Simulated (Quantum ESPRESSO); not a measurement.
# Collinear magnetic orders of KNiF3 with Quantum ESPRESSO, part 2 of 2

Does KNiF3 prefer parallel or opposed moments?

Quantum ESPRESSO 7.5; PBEsol with U = 6 eV on Ni d (ortho-atomic projectors); plane waves with GBRV 1.5 PBEsol potentials, no spin-orbit coupling.

So far, absolute magnetization (μB): step 2 (run 1 (ferro +)) 2.03.

The database entry behind the starting cell differs from later determinations by our own check (about 0.35 % short), so it need not match the best structure at ambient conditions.

### 3. Run 2, typed as antiferro q=(0,1/2,1/2) +−

This order needs a doubled cell of 10 atoms. The wavevector q is in fractions of the reciprocal vectors of the crystal's primitive cell, as the cells of these inputs are built from it; moments change sign between cells as cos(2π q·R).

pw.in

```
&CONTROL
  calculation = 'scf'
  prefix = 'pwscf'
  outdir = './tmp'
  pseudo_dir = './pseudo'
  disk_io = 'nowf'
/
&SYSTEM
  ibrav = 0
  celldm(1) = 8
  nat = 10
  ntyp = 4
  ecutwfc = 40
  ecutrho = 280
  nbnd = 62
  occupations = 'smearing'
  smearing = 'fd'
  degauss = 0.00367493
  nspin = 2
  starting_magnetization(1) = 0
  starting_magnetization(2) = 0.1111
  starting_magnetization(3) = -0.1111
  starting_magnetization(4) = 0
/
&ELECTRONS
  conv_thr = 2d-08
  electron_maxstep = 150
  mixing_beta = 0.3
/
ATOMIC_SPECIES
K      39.0983 k_pbesol_v1.4.uspp.F.UPF
Ni1    58.6934 ni_pbesol_v1.4.uspp.F.UPF
Ni2    58.6934 ni_pbesol_v1.4.uspp.F.UPF
F      18.9984 f_pbesol_v1.4.uspp.F.UPF
CELL_PARAMETERS alat
   0.9448630623129    0.0000000000000    0.0000000000000
   0.0000000000000    1.8897261246258    0.0000000000000
   0.0000000000000    0.9448630623129    0.9448630623129
ATOMIC_POSITIONS crystal
K       0.0000000000    0.0000000000    0.0000000000
K       0.0000000000    0.5000000000    0.0000000000
Ni1     0.5000000000    0.0000000000    0.5000000000
Ni2     0.5000000000    0.5000000000    0.5000000000
F       0.5000000000    0.2500000000    0.0000000000
F       0.5000000000    0.7500000000    0.0000000000
F       0.0000000000    0.0000000000    0.5000000000
F       0.0000000000    0.5000000000    0.5000000000
F       0.5000000000    0.7500000000    0.5000000000
F       0.5000000000    0.2500000000    0.5000000000
K_POINTS automatic
6 3 6 0 0 0
HUBBARD {ortho-atomic}
U Ni1-3d 6.0000
U Ni2-3d 6.0000
```

The run is started by

```console
$ OMP_NUM_THREADS=1 mpirun -n 4 pw.x -nk 4 -in pw.in > pw.out
```

Log:

```text
[banner, memory and clock lines left out]
Program PWSCF v.7.5 starts

     Message from routine setup:
     using ibrav=0 with symmetry is DISCOURAGED, use correct ibrav instead

     bravais-lattice index     =            0
     lattice parameter (alat)  =       8.0000  a.u.
     unit-cell volume          =     863.7868 (a.u.)^3
     number of atoms/cell      =           10
     number of atomic types    =            4
     number of electrons       =        96.00
     number of Kohn-Sham states=           62
     kinetic-energy cutoff     =      40.0000  Ry
     charge density cutoff     =     280.0000  Ry
     scf convergence threshold =      2.0E-08
     mixing beta               =       0.3000
     number of iterations used =            8  plain     mixing
     Exchange-correlation= SLA  PW   PSX  PSC
                           (   1   4  10   8   0   0   0)
     Hubbard projectors: ortho-atomic
     Hubbard parameters of DFT+U (Dudarev formulation) in eV:
     U(Ni1-3d) =  6.0000
     U(Ni2-3d) =  6.0000

     Internal variables: lda_plus_u =T, lda_plus_u_kind = 0

     Internal variables: orbital_resolved =F, hub_pot_fix =F, apply_U = F

     celldm(1)=   8.000000  celldm(2)=   0.000000  celldm(3)=   0.000000
     celldm(4)=   0.000000  celldm(5)=   0.000000  celldm(6)=   0.000000

     crystal axes: (cart. coord. in units of alat)
               a(1) = (   0.944863   0.000000   0.000000 )
               a(2) = (   0.000000   1.889726   0.000000 )
               a(3) = (   0.000000   0.944863   0.944863 )

     reciprocal axes: (cart. coord. in units 2 pi/alat)
               b(1) = (  1.058354  0.000000  0.000000 )
               b(2) = (  0.000000  0.529177 -0.529177 )
               b(3) = (  0.000000  0.000000  1.058354 )

     PseudoPot. # 1 for K  read from file:
     k_pbesol_v1.4.uspp.F.UPF
     Pseudo is Ultrasoft + core correction, Zval =  9.0

     PseudoPot. # 2 for Ni read from file:
     ni_pbesol_v1.4.uspp.F.UPF
     Pseudo is Ultrasoft + core correction, Zval = 18.0

     PseudoPot. # 3 for Ni read from file:
     ni_pbesol_v1.4.uspp.F.UPF
     Pseudo is Ultrasoft + core correction, Zval = 18.0

     PseudoPot. # 4 for F  read from file:
     f_pbesol_v1.4.uspp.F.UPF
     Pseudo is Ultrasoft, Zval =  7.0

     atomic species   valence    mass     pseudopotential
     K                 9.00    39.09830     K ( 1.00)
     Ni1              18.00    58.69340     Ni( 1.00)
     Ni2              18.00    58.69340     Ni( 1.00)
     F                 7.00    18.99840     F ( 1.00)

     Starting magnetic structure
     atomic species   magnetization
     K               0.000
     Ni1             0.111
     Ni2            -0.111
     F               0.000

     16 Sym. Ops., with inversion, found ( 8 have fractional translation)

   Cartesian axes

     site n.     atom                  positions (alat units)
         1        K      tau(   1) = (   0.0000000   0.0000000   0.0000000  )
         2        K      tau(   2) = (   0.0000000   0.9448631   0.0000000  )
         3        Ni1    tau(   3) = (   0.4724315   0.4724315   0.4724315  )
         4        Ni2    tau(   4) = (   0.4724315   1.4172946   0.4724315  )
         5        F      tau(   5) = (   0.4724315   0.4724315   0.0000000  )
         6        F      tau(   6) = (   0.4724315   1.4172946   0.0000000  )
         7        F      tau(   7) = (   0.0000000   0.4724315   0.4724315  )
         8        F      tau(   8) = (   0.0000000   1.4172946   0.4724315  )
         9        F      tau(   9) = (   0.4724315   1.8897261   0.4724315  )
        10        F      tau(  10) = (   0.4724315   0.9448631   0.4724315  )

     number of k points=    24  Fermi-Dirac smearing, width (Ry)=  0.0037
                       cart. coord. in units 2pi/alat
        k(    1) = (   0.0000000   0.0000000   0.0000000), wk =   0.0092593
        k(    2) = (   0.0000000   0.0000000   0.1763924), wk =   0.0370370
        k(    3) = (   0.0000000   0.0000000   0.3527848), wk =   0.0370370
        k(    4) = (   0.0000000   0.0000000  -0.5291772), wk =   0.0092593
        k(    5) = (   0.0000000   0.1763924  -0.1763924), wk =   0.0370370
        [... 19 further k-points ...]

     Dense  grid:    68361 G-vectors     FFT dimensions: (  45,  90,  60)

     Smooth grid:    29607 G-vectors     FFT dimensions: (  32,  64,  45)

     Check: negative core charge=   -0.000006
     Generating pointlists ...
     new r_m :   0.2756 (alat units)  2.2048 (a.u.) for type    1
     new r_m :   0.1949 (alat units)  1.5590 (a.u.) for type    2
     new r_m :   0.1949 (alat units)  1.5590 (a.u.) for type    3
     new r_m :   0.1949 (alat units)  1.5590 (a.u.) for type    4

     Initial potential from superposition of free atoms

     starting charge      90.9927, renormalised to      96.0000

     STARTING HUBBARD OCCUPATIONS:

     =================== HUBBARD OCCUPATIONS ===================
     ------------------------ ATOM    3 ------------------------
     Tr[ns(  3)] (up, down, total) =   5.00000  3.00000  8.00000
     Atomic magnetic moment for atom   3 =   2.00000
     [... lines left out ...]
     ------------------------ ATOM    4 ------------------------
     Tr[ns(  4)] (up, down, total) =   3.00000  5.00000  8.00000
     Atomic magnetic moment for atom   4 =  -2.00000
     [... lines left out ...]
     Number of occupied Hubbard levels =   16.0000

     Atomic wfc used for Hubbard projectors are orthogonalized

     Starting wfcs are   66 randomized atomic wfcs

     Self-consistent Calculation

     iteration #  1     ecut=    40.00 Ry     beta= 0.30
     Davidson diagonalization with overlap
     ethr =  1.00E-02,  avg # of iterations =  8.8

     =================== HUBBARD OCCUPATIONS ===================
     ------------------------ ATOM    3 ------------------------
     Tr[ns(  3)] (up, down, total) =   4.53189  1.03533  5.56722
     Atomic magnetic moment for atom   3 =   3.49657
     [... lines left out ...]
     ------------------------ ATOM    4 ------------------------
     Tr[ns(  4)] (up, down, total) =   1.03898  4.53197  5.57094
     Atomic magnetic moment for atom   4 =  -3.49299
     [... lines left out ...]
     Number of occupied Hubbard levels =   11.1382

     total energy              =   -1083.67645046 Ry
     estimated scf accuracy    <      23.69774450 Ry

     total magnetization       =     0.03 Bohr mag/cell
     absolute magnetization    =     7.38 Bohr mag/cell

     iteration #  2     ecut=    40.00 Ry     beta= 0.30
     Davidson diagonalization with overlap
     ethr =  1.00E-02,  avg # of iterations =  3.3

     total energy              =   -1089.22687598 Ry
     estimated scf accuracy    <      14.69361336 Ry

     total magnetization       =    -0.00 Bohr mag/cell
     absolute magnetization    =     0.63 Bohr mag/cell

     [... further iterations left out ...]

     iteration # 12     ecut=    40.00 Ry     beta= 0.30
     Davidson diagonalization with overlap
     ethr =  2.23E-10,  avg # of iterations =  3.8

     total energy              =   -1091.59493613 Ry
     estimated scf accuracy    <       0.00000006 Ry

     total magnetization       =     0.00 Bohr mag/cell
     absolute magnetization    =     3.89 Bohr mag/cell

     iteration # 13     ecut=    40.00 Ry     beta= 0.30
     Davidson diagonalization with overlap
     ethr =  5.81E-11,  avg # of iterations =  2.9

     Magnetic moment per site  (integrated on atomic sphere of radius R)
     atom   1 (R=0.276)  charge=  7.6176  magn= -0.0000
     atom   2 (R=0.276)  charge=  7.6176  magn=  0.0000
     atom   3 (R=0.195)  charge= 15.3794  magn=  1.7462
     atom   4 (R=0.195)  charge= 15.3794  magn= -1.7462
     atom   5 (R=0.195)  charge=  6.5129  magn= -0.0000
     atom   6 (R=0.195)  charge=  6.5129  magn= -0.0000
     atom   7 (R=0.195)  charge=  6.5145  magn=  0.0472
     atom   8 (R=0.195)  charge=  6.5145  magn= -0.0472
     atom   9 (R=0.195)  charge=  6.5128  magn= -0.0000
     atom  10 (R=0.195)  charge=  6.5128  magn= -0.0000

     End of self-consistent calculation

     =================== HUBBARD OCCUPATIONS ===================
     ------------------------ ATOM    3 ------------------------
     Tr[ns(  3)] (up, down, total) =   4.98412  3.18571  8.16983
     Atomic magnetic moment for atom   3 =   1.79842
     [... lines left out ...]
     ------------------------ ATOM    4 ------------------------
     Tr[ns(  4)] (up, down, total) =   3.18571  4.98412  8.16983
     Atomic magnetic moment for atom   4 =  -1.79842
     [... lines left out ...]
     Number of occupied Hubbard levels =   16.3397

     [... lines left out ...]
     the Fermi energy is     7.5368 ev

!    total energy              =   -1091.59494017 Ry
     estimated scf accuracy    <          7.7E-10 Ry
     smearing contrib. (-TS)   =      -0.00000000 Ry
     internal energy E=F+TS    =   -1091.59494017 Ry

     The total energy is F=E-TS. E is the sum of the following terms:
     one-electron contribution =    -774.83752126 Ry
     hartree contribution      =     432.85609848 Ry
     xc contribution           =    -143.80121941 Ry
     ewald contribution        =    -605.90651864 Ry
     Hubbard energy            =       0.09422066 Ry

     total magnetization       =     0.00 Bohr mag/cell
     absolute magnetization    =     3.89 Bohr mag/cell

     convergence has been achieved in  13 iterations
```

Elapsed: 73 s, on 4 MPI ranks of Arm Neoverse V2, shared host; peak memory 0.82 GiB; 4.9 min of CPU time.

Spin moment in the atom's sphere by atom:

```csv
atom,spin moment in the atom's sphere (μB)
K1,0.00
K2,0.00
Ni3,1.75
Ni4,-1.75
F5,0.00
F6,0.00
F7,0.05
F8,-0.05
F9,0.00
F10,0.00
```

Numbers from this step:

```yaml
smearing_term_ts: 5.27e-15 eV
magnetization: 0 μB
absolute_magnetization: 3.891 μB
final_state: antiferromagnetic
```

Spin density in the ac plane at fractional y = 0.000, with atoms of K and Ni and F within 0.2 Å of it.

Values in e/Å³, 19 rows by 14 columns, each cell a mean:
```
0.0 0.0 0.0 0.0 0.0 0.0 0.0 0.0 0.0 0.0 0.0 0.0 0.0 0.0
0.0 0.0 0.0 0.0 0.0 0.0 0.0 0.0 0.0 0.0 0.0 0.0 0.0 0.0
0.0 0.0 0.0 0.0 0.0 0.0 0.0 0.0 0.0 0.0 0.0 0.0 0.0 0.0
0.0 0.0 0.0 0.0 0.0 0.0 0.0 0.0 0.0 0.0 0.0 0.0 0.0 0.0
0.0 0.0 0.0 0.0 0.0 0.0 0.0 0.0 0.0 0.0 0.0 0.0 0.0 0.0
0.0 0.0 0.0 0.0 0.0 0.0 0.0 0.0 0.0 0.0 0.0 0.0 0.0 0.0
0.0 0.0 0.0 0.0 0.0 0.0 0.0 0.1 0.0 0.0 0.0 0.0 0.0 0.0
0.0 0.0 0.0 0.0 0.0 0.0 0.2 0.4 0.0 0.1 0.0 0.0 0.0 0.0
0.1 0.1 0.0 0.0 0.3 1.3 2.6 3.2 1.7 0.5 0.1 0.0 0.1 0.1
0.2 0.1 0.0 0.1 0.4 2.2 4.4 4.8 3.1 0.7 0.1 0.0 0.1 0.2
0.0 0.0 0.0 0.0 0.1 0.3 0.6 1.0 0.3 0.2 0.0 0.0 0.0 0.0
0.0 0.0 0.0 0.0 0.0 0.0 0.1 0.1 0.0 0.0 0.0 0.0 0.0 0.0
0.0 0.0 0.0 0.0 0.0 0.0 0.0 0.0 0.0 0.0 0.0 0.0 0.0 0.0
0.0 0.0 0.0 0.0 0.0 0.0 0.0 0.0 0.0 0.0 0.0 0.0 0.0 0.0
0.0 0.0 0.0 0.0 0.0 0.0 0.0 0.0 0.0 0.0 0.0 0.0 0.0 0.0
0.0 0.0 0.0 0.0 0.0 0.0 0.0 0.0 0.0 0.0 0.0 0.0 0.0 0.0
0.0 0.0 0.0 0.0 0.0 0.0 0.0 0.0 0.0 0.0 0.0 0.0 0.0 0.0
0.0 0.0 0.0 0.0 0.0 0.0 0.0 0.0 0.0 0.0 0.0 0.0 0.0 0.0
0.0 0.0 0.0 0.0 0.0 0.0 0.0 0.0 0.0 0.0 0.0 0.0 0.0 0.0
```
Columns run along a (4.0 Å), rows up along c (5.7 Å). Atoms in or near the plane, at fractional coordinates: K at (0.00, 0.00), Ni at (0.50, 0.50), F at (0.00, 0.50).

Valence density in the ac plane at fractional y = 0.000, with atoms of K and Ni and F within 0.2 Å of it. It is the smooth field of the valence electrons, not physical close to the nuclei.

Values in e/Å³, 19 rows by 14 columns, each cell a mean:
```
 3  3  2  0  0  0  0  0  0  0  0  1  3  3
 3  2  1  0  0  0  0  0  0  0  0  1  2  3
 1  1  0  0  0  0  0  0  0  0  0  0  1  1
 0  0  0  0  0  0  0  0  0  0  0  0  0  0
 0  0  0  0  0  0  0  0  0  0  0  0  0  0
 0  0  0  0  0  0  0  0  0  0  0  0  0  0
 1  0  0  0  0  0  1  1  1  0  0  0  0  1
 4  2  1  0  1  3  8 10  4  1  0  0  1  3
10  5  1  0  1  8 29 33 14  2  0  1  3  9
12  6  1  1  1  9 34 38 17  2  0  1  4 11
 6  3  1  0  1  4 15 18  7  1  0  1  2  5
 1  1  0  0  0  1  2  2  1  0  0  0  1  1
 0  0  0  0  0  0  0  0  0  0  0  0  0  0
 0  0  0  0  0  0  0  0  0  0  0  0  0  0
 0  0  0  0  0  0  0  0  0  0  0  0  0  0
 1  0  0  0  0  0  0  0  0  0  0  0  0  1
 2  2  1  0  0  0  0  0  0  0  0  0  1  2
 3  3  2  0  0  0  0  0  0  0  0  1  3  3
 2  3  2  1  0  0  0  0  0  0  0  1  3  3
```
Columns run along a (4.0 Å), rows up along c (5.7 Å). Atoms in or near the plane, at fractional coordinates: K at (0.00, 0.00), Ni at (0.50, 0.50), F at (0.00, 0.50).

### 4. Run 3, typed as antiferro q=(1/2,1/2,1/2) +−

The cell is doubled to 10 atoms to hold this order.

pw.in

```
&CONTROL
  calculation = 'scf'
  prefix = 'pwscf'
  outdir = './tmp'
  pseudo_dir = './pseudo'
  disk_io = 'nowf'
/
&SYSTEM
  ibrav = 0
  celldm(1) = 8
  nat = 10
  ntyp = 4
  ecutwfc = 40
  ecutrho = 280
  nbnd = 62
  occupations = 'smearing'
  smearing = 'fd'
  degauss = 0.00367493
  nspin = 2
  starting_magnetization(1) = 0
  starting_magnetization(2) = 0.1111
  starting_magnetization(3) = -0.1111
  starting_magnetization(4) = 0
/
&ELECTRONS
  conv_thr = 2d-08
  electron_maxstep = 150
  mixing_beta = 0.3
/
ATOMIC_SPECIES
K      39.0983 k_pbesol_v1.4.uspp.F.UPF
Ni1    58.6934 ni_pbesol_v1.4.uspp.F.UPF
Ni2    58.6934 ni_pbesol_v1.4.uspp.F.UPF
F      18.9984 f_pbesol_v1.4.uspp.F.UPF
CELL_PARAMETERS alat
   1.8897261246258    0.0000000000000    0.0000000000000
   0.9448630623129    0.9448630623129    0.0000000000000
   0.9448630623129    0.0000000000000    0.9448630623129
ATOMIC_POSITIONS crystal
K       0.0000000000    0.0000000000    0.0000000000
K       0.5000000000    0.0000000000    0.0000000000
Ni1     0.7500000000    0.5000000000    0.5000000000
Ni2     0.2500000000    0.5000000000    0.5000000000
F       0.0000000000    0.5000000000    0.0000000000
F       0.5000000000    0.5000000000    0.0000000000
F       0.5000000000    0.5000000000    0.5000000000
F       0.0000000000    0.5000000000    0.5000000000
F       0.0000000000    0.0000000000    0.5000000000
F       0.5000000000    0.0000000000    0.5000000000
K_POINTS automatic
3 6 6 0 0 0
HUBBARD {ortho-atomic}
U Ni1-3d 6.0000
U Ni2-3d 6.0000
```

Log:

```text
     [... lines left out ...]
Program PWSCF v.7.5 starts
     [... lines left out ...]
     number of atoms/cell      =           10
     [... lines left out ...]
     number of electrons       =        96.00
     number of Kohn-Sham states=           62
     kinetic-energy cutoff     =      40.0000  Ry
     charge density cutoff     =     280.0000  Ry
     scf convergence threshold =      2.0E-08
     [... lines left out ...]
     48 Sym. Ops., with inversion, found (24 have fractional translation)
     [... lines left out ...]
     number of k points=    10  Fermi-Dirac smearing, width (Ry)=  0.0037
     [... lines left out ...]
     iteration # 13     ecut=    40.00 Ry     beta= 0.30
     [... lines left out ...]
     Magnetic moment per site  (integrated on atomic sphere of radius R)
     atom   1 (R=0.276)  charge=  7.6176  magn=  0.0000
     atom   2 (R=0.276)  charge=  7.6176  magn=  0.0000
     atom   3 (R=0.195)  charge= 15.3822  magn=  1.7350
     atom   4 (R=0.195)  charge= 15.3822  magn= -1.7350
     atom   5 (R=0.195)  charge=  6.5130  magn= -0.0000
     atom   6 (R=0.195)  charge=  6.5130  magn= -0.0000
     atom   7 (R=0.195)  charge=  6.5129  magn= -0.0000
     atom   8 (R=0.195)  charge=  6.5129  magn= -0.0000
     atom   9 (R=0.195)  charge=  6.5130  magn= -0.0000
     atom  10 (R=0.195)  charge=  6.5130  magn= -0.0000
     [... lines left out ...]
     Tr[ns(  3)] (up, down, total) =   4.98267  3.19370  8.17637
     [... lines left out ...]
     Tr[ns(  4)] (up, down, total) =   3.19369  4.98267  8.17637
     [... lines left out ...]
     the Fermi energy is     7.1220 ev
!    total energy              =   -1091.59824641 Ry
     estimated scf accuracy    <          2.3E-09 Ry
     smearing contrib. (-TS)   =       0.00000000 Ry
     [... lines left out ...]
     total magnetization       =    -0.00 Bohr mag/cell
     absolute magnetization    =     3.82 Bohr mag/cell
     convergence has been achieved in  13 iterations
```

Elapsed: 44 s, on 4 MPI ranks; peak memory 0.8 GiB; 2.9 min of CPU time.

Spin moment in the atom's sphere by atom:

| atom | spin moment in the atom's sphere (μB) |
| --- | --- |
| K1 | 0.00 |
| K2 | 0.00 |
| Ni3 | 1.74 |
| Ni4 | -1.74 |
| F5 | 0.00 |
| F6 | 0.00 |
| F7 | 0.00 |
| F8 | 0.00 |
| F9 | 0.00 |
| F10 | 0.00 |

Read from the output:

- smearing term TS: 0 eV
- magnetization: 0 μB
- absolute magnetization: 3.824 μB
- final state: antiferromagnetic

### 5. Ranking

An order is kept where moments of 0.15 μB or more survive with the typed signs; meshes match where a doubled cell samples the same k points as the first cell.

Orders:

```csv
start,final state,typed order kept,energy over the lowest (meV a seeded atom),largest site moment (μB),net moment (μB a cell of the first run),mesh matched,CPU time (s)
ferro +,ferromagnetic,yes,72.7,1.771,2,yes,45.97
"antiferro q=(0,1/2,1/2) +-",antiferromagnetic,yes,22.49,1.746,0,yes,293.3
"antiferro q=(1/2,1/2,1/2) +-",antiferromagnetic,yes,0,1.735,0,yes,175.8
```

### 6. Couplings from the energies

E = −Σ J e·e over ordered pairs of unit vectors, so each pair counts twice. As many shells are taken as there are differences of energy, so the couplings are solved for and no residual tests the model; further shells are folded in, and shells whose pairs keep their relative signs in all orders cancel and are not probed. Couplings from the energies:

```csv
pair,distance (Å),neighbours an atom,J (meV)
Ni-Ni,4,6,-6.058
Ni-Ni,5.657,12,-0.1088
```

### 7. Occupations of the corrected shells in the lowest state

Occupations of the Hubbard shells:

```csv
block,type,shell,spin,electrons,occupation numbers
3,Ni1,3d,up,4.983,0.995 0.995 0.997 0.997 0.997
3,Ni1,3d,down,3.194,0.105 0.105 0.994 0.994 0.994
4,Ni2,3d,up,3.194,0.105 0.105 0.994 0.994 0.994
4,Ni2,3d,down,4.983,0.995 0.995 0.997 0.997 0.997
```

### 8. What came out

```
lowest state found                                                     : antiferromagnetic (from antiferro q=(1/2,1/2,1/2) +-)
largest site moment                                                    : 1.73 μB
next state with moments                                                : antiferromagnetic, 22.5 meV a seeded atom higher
J of the weightiest shell (Ni-Ni, 4.00 Å; E = −Σ J e·e, ordered pairs) : -6.06 meV
```

In words: The largest moment changes by 2.1 % between the kept orders, as for well localised moments. This is the lowest of 3 collinear or spinless starts, no proof of the ground state.

[Logs and program files are shortened in this print: banners, set-up blocks, solver, clock and traceback lines can be left out without a mark of their own.]

[Logs are printed without paths, hosts, clocks, repeated set-up lines and the standing remarks that a program may print on its own settings, such as how far it seeks lower states.]

[Hosts, paths, dates, database ids (printed as entryN), source tags and the programs' standing remarks are cut or masked in the printed files.]

[Where a cell is said to come from a database of computed structures, the database is the Materials Project.]
